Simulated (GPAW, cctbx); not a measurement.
# Bonding in Si2Pt3Rh3Pb as X-rays see it

Aim: compute the bonding part of the density of Si2Pt3Rh3Pb, find which reflections carry it, and see how it biases an ordinary refinement.

The cell comes from substitution in a known structure type and wasn't matched to any measured phase. All numbers below are calculated.

## Step 1: Find the equilibrium geometry

The density hangs on the geometry, so cell and atoms are relaxed first, with the symmetry held. The cutoff is set higher than for the density because stress converges slowly with plane waves.

Settings: GPAW 26.7.0, PBE, 570 eV, 5×4×4 k-points (along the axes of the calculation cell), Fermi–Dirac width 0.1 eV, BFGS to 0.03 eV/Å.

```text
cell
1.0
     0.000000000    0.000000000    3.695000000
     6.573000000    0.000000000    0.000000000
    -3.286500000    5.692384979    0.000000000
Pb Pt Rh Si
1 3 3 2
Direct
0.500000000 0.000000000 0.000000000
0.500000000 0.000000000 0.574200000
0.500000000 0.425800000 0.425800000
0.500000000 0.574200000 0.000000000
0.000000000 0.000000000 0.240000000
0.000000000 0.760000000 0.760000000
0.000000000 0.240000000 0.000000000
0.000000000 0.666666667 0.333333333
0.000000000 0.333333333 0.666666667
```

```console
$ OMP_NUM_THREADS=1 mpirun -n 4 gpaw python run.py > gpaw.log
```

```text
BFGS:    0      -55.247105        6.497119
BFGS:    1      -56.779648        4.021593
BFGS:    2      -57.978789        1.071674
BFGS:    3      -58.157588        0.885707
...
BFGS:   17      -58.363541        0.167032
BFGS:   18      -58.367920        0.096246
BFGS:   19      -58.369174        0.019611
cell  3.9311 6.5085 6.5085  120.00 90.00 90.00
volume 144.217 A^3, largest force 0.020 eV/A, largest stress 0.09 GPa
```

After 19 steps the volume has changed by +4.3 % and the energy by -3.122 eV; the largest stress left is 0.09 GPa. It took 9.8 min on 4 cores of Arm Neoverse V1 (shared host), peak memory 1.7 GiB.

Relaxed structure: P-62m (no. 189), a = 6.5085 Å, b = 6.5085 Å, c = 3.9311 Å, α = 90.00°, β = 90.00°, γ = 120.00°.

| atom | mult. | x | y | z |
| --- | --- | --- | --- | --- |
| Pb1 | 1 | 0 | 0 | 1/2 |
| Pt1 | 3 | 0 | 0.5836 | 1/2 |
| Rh1 | 3 | 0 | 0.2884 | 0 |
| Si1 | 2 | 2/3 | 1/3 | 0 |

## Step 2: The all-electron density

X-rays see the whole electron density, so the PAW density is rebuilt with its core regions. Subtracting spherical free atoms from the same code cancels the cores and leaves the deformation density Δρ, the part due to bonding.

Settings: PBE, 450 eV, 6×4×4 k-points (along the axes of the calculation cell), Fermi–Dirac width 0.1 eV; primitive cell of 9 atoms.

```console
$ OMP_NUM_THREADS=1 mpirun -n 4 gpaw python run.py > gpaw.log
```

```text
|iter:   1|       0s |  -60.709501 | +0.44 |       |
|iter:   2|       1s |  -60.119747 | -1.44 | -1.21 |
|iter:   3|       3s |  -60.687422 | -0.78 | -1.26 |
...
|iter:  12|      19s |  -58.210531c| -6.60 | -5.03c|
|iter:  13|      21s |  -58.210531c| -7.20 | -5.47c|
|iter:  14|      22s |  -58.210531c| -7.52c| -5.74c|
```

```text
grid (40, 64, 64)  electrons 479.000  moved by bonding 1.928 e
deformation density beyond 0.5 A of the nuclei: max 0.167, min -0.305 e/A^3
atom        x       y       z   Voronoi charge  moment
Pb1    0.5000  0.0000  0.0000      0.071       0.00
Pt2    0.5000  0.0000  0.5836      0.086       0.00
Pt3    0.5000  0.4164  0.4164      0.086       0.00
Pt4    0.5000  0.5836  0.0000      0.086       0.00
Rh5    0.0000  0.0000  0.2884     -0.062       0.00
Rh6    0.0000  0.7116  0.7116     -0.062       0.00
Rh7    0.0000  0.2884  0.0000     -0.062       0.00
Si8    0.0000  0.6667  0.3333     -0.071       0.00
Si9    0.0000  0.3333  0.6667     -0.071       0.00
mean inner potential of superposed free atoms 28.061 V
total magnetic moment 0.000 muB
```

Deformation density in a plane through the shortest contact of the Rh atom at the origin, in 0.01 e/Å³ (clipped at ±99); x from -1.6 to 3.9 Å, y from 2.4 down to -2.4 Å:

```text
 10   0   .   .  -3   1   1   0   0   0  -1  -4  -4  12   .  -3
  4  -4   .   .  -6  -3  -1   0   0   0  -1  -5  -6   .   .   .
 -1  -5  -3   2   3   2   0   0   0   0   0   1   1 -30   .   0
 -1   0   5  12  12   5   2   1   0  -1   1   7  12   6   3   1
  0   1   5   8   2   3   1   3   2  -2  -4   3  11  10   4   1
  0  -1  -3  -5   .  22   2   7   7  -2  -5   .   0   1   1   0
  0  -3  -8  -3   .   . -19  11  12   1   .   .  -5  -4  -1   0
  0   0  -2   9   .  -1  -1   7   7  -2  -5   .  -1   1   1   0
  1   2   2   3  -1  -8  -4   2   2  -2  -3   4  11  10   4  -1
  2   2   2   2   0  -2  -2   0   0  -1   1   7  11   7   0  -6
  2   2   2   2   1   0   0   0   0   0   1   3   2 -30   .  -7
  2   2   2   2  -1  -1   0   0   0   0   1   1   9   .   .   .
  1   1   2   4  -5  -6  -1   0   0   0   3   6   0 -32   .  -2
```

Atoms in or within 0.15 Å of the plane: Rh (0.0, 0.0), Rh (3.5, 2.0), Rh (3.5, -2.0), Si (2.3, 0.0), Si (-0.7, 2.2) Å. Dots mark points within about 0.45 Å of a nucleus; large values next to them are atomic features.

Si gains most (-0.07 e) and Pt loses most (+0.09 e), which isn't the order of electronegativity: valence and coordination count too, and Voronoi cells cut space at the midplane whatever the atoms' sizes. Such charges fall far short of formal ones, since overlapping free atoms already put density on their neighbours. Along the shortest contact from the Rh atom at the map's origin, Rh–Si at 2.33 Å, Δρ is +0.14 e/Å³ at the midpoint: a bond charge, the mark of covalency. At the midpoints of other shortest contacts it is +0.05 (Pb–Pt, 2.71 Å), +0.03 (Pb–Rh, 2.72 Å), +0.05 (Pt–Rh, 2.75 Å) and +0.03 (Pt–Si, 2.77 Å) e/Å³. Point values carry grid noise of about 0.01 e/Å³. The run needed 14 iterations, 34 s.

## Step 3: Structure factors

The Fourier components of Δρ, added to those of the free atoms, give the static X-ray structure factors; the Mott–Bethe relation turns them into the Fourier components V of the potential that fast electrons feel.

```text
static structure factors of the conventional cell: F in electrons, V (Mott-Bethe) in volts
   h  k  l      d  |F| table  |F| free   |F| DFT   change   |V| free  |V| DFT  change %
   1  0  0  5.6365    33.454    33.401    33.353   -0.048     1.158    1.207      4.2
   0  0  1  3.9311   148.165   147.930   147.518   -0.412     2.490    2.693      8.1
   1  1  0  3.2543    58.388    58.291    58.150   -0.142     1.043    1.051      0.7
   1  0  1  3.2244    12.567    12.612    12.709    0.098     0.962    0.930     -3.4
   2  0  0  2.8183   168.199   168.097   167.955   -0.141     5.224    5.260      0.7
   1  1  1  2.5068   211.704   211.486   211.160   -0.326     8.679    8.745      0.8
   2  0  1  2.2905   233.674   233.542   232.992   -0.549     8.792    8.883      1.0
   2  1  0  2.1304   131.010   130.893   130.537   -0.356     4.847    4.904      1.2
   0  0  2  1.9656   367.842   367.563   366.945   -0.618    13.683   13.759      0.6
   3  0  0  1.8788   218.582   218.442   217.730   -0.712     8.407    8.487      0.9
   2  1  1  1.8730    78.335    78.305    78.157   -0.148     2.677    2.696      0.7
   1  0  2  1.8559    27.813    27.835    27.774   -0.061     0.735    0.742      0.9
   3  0  1  1.6952    33.231    33.188    33.457    0.269     0.451    0.476      5.4
   1  1  2  1.6825    50.906    50.772    50.696   -0.076     1.051    1.067      1.6
```

The largest X-ray change is -0.71 e on 300, 0.3 % of |F|. For electrons V goes as (Z − F)/g², so a change of F counts against Z − F, which is small at low angle and wherever the atoms' terms cancel: |V| of 001 moves by +8.1 % (2.49 to 2.69 V) against -0.3 % in |F|. The last three rows still change by up to 0.27 e; the table stops while the angles are still low. The tabulated Hartree–Fock atoms differ from the free DFT atoms by up to 0.28 e, so the choice of reference atom matters too.

## Step 4: Which functional?

The same geometry is run with other functionals, to see whether the bonding signal is larger than the spread between approximations. Free atoms are LDA for LDA and PBE otherwise. Any other changed setting is in the row's label.

```csv
run,ΔF 300 (e),ΔF 002 (e),ΔF 201 (e),q(Si) (e),moved (e),time
PBE,-0.712,-0.618,-0.549,-0.071,1.928,34 s
LDA,-0.729,-0.627,-0.549,-0.059,1.894,33 s
revPBE,-0.704,-0.602,-0.542,-0.068,1.922,34 s
```

At the base's settings ΔF(300) spans -0.729 to -0.704 e, a spread of 4 % of the PBE value; over the three listed reflections the spread is at most 4 %, so sign and size hold across the functionals. Times are from shared hosts.

## Step 5: What a spherical-atom refinement makes of it

Routine crystallography fits spherical atoms. To see the bias, intensities are simulated from tabulated atoms plus the DFT change ΔF, so that bonding alone can misfit (9438 reflections of the full sphere, merged to the counts below, to 0.4 Å, 1.5 % proportional noise plus counting noise, assumed isotropic U as listed, Δρ smeared by the mean U) and refined with cctbx over different ranges.

| range | data | R1 | GooF | U Pb1 (true 0.0025) | U Pt1 (true 0.0026) | U Rh1 (true 0.0032) | U Si1 (true 0.0047) | largest shift (Å) | Δρ max, min (e/Å³) |
| --- | --- | --- | --- | --- | --- | --- | --- | --- | --- |
| all data | 916 | 0.0042 | 0.95 | 0.0025 | 0.0026 | 0.0032 | 0.0047 | 0.0001 | 0.70, -0.67 |
| low resolution, d > 0.84 | 112 | 0.0031 | 0.98 | 0.0025 | 0.0026 | 0.0033 | 0.0048 | 0.0007 | 0.20, -0.23 |
| high order, d < 0.75 | 759 | 0.0045 | 0.95 | 0.0025 | 0.0026 | 0.0032 | 0.0047 | 0.0000 | 0.62, -0.57 |
| occupancies free, d > 0.7 | 191 | 0.0033 | 0.97 | 0.0026 | 0.0026 | 0.0033 | 0.0046 | 0.0004 | 0.29, -0.29 |

With all data GooF is 0.95, so at this noise the bonding hardly shows; the top residual peak lies 1.96 Å from Pt and 1.96 Å from Pt. No U is off by more than 3 s.u. at low resolution. With Pb1 held at 1 and the scale free, the other occupancies refine to Pt1 0.998(0.002), Rh1 1.000(0.002) and Si1 0.995(0.008), within three s.u. of full.

## Step 6: Answer

Bonding moves 1.93 e in the primitive cell of Si2Pt3Rh3Pb and changes the structure factors of the conventional cell in the table above by at most 0.71 e (300, 0.3 %), and among reflections above 2 % of the strongest by up to 0.8 % (301). The shortest bond, Rh–Si, has Δρ = +0.14 e/Å³ at its midpoint, a covalent bond charge. At the base's settings ΔF(300) spans -0.729 to -0.704 e, a spread of 4 % of the PBE value; over the three listed reflections the spread is at most 4 %, so sign and size hold across the functionals. With all data GooF is 0.95, so at this noise the bonding hardly shows. Limits: static density, frozen cores, no spin–orbit coupling.

[Outputs are excerpts: Python notices, other lines and further rows are left out; steps that failed or that the build refused (PBEsol, TPSS) are not shown.]

[Logs are printed without paths, hosts, clocks, repeated set-up lines and the standing remarks that a program may print on its own settings, such as how far it seeks lower states.]
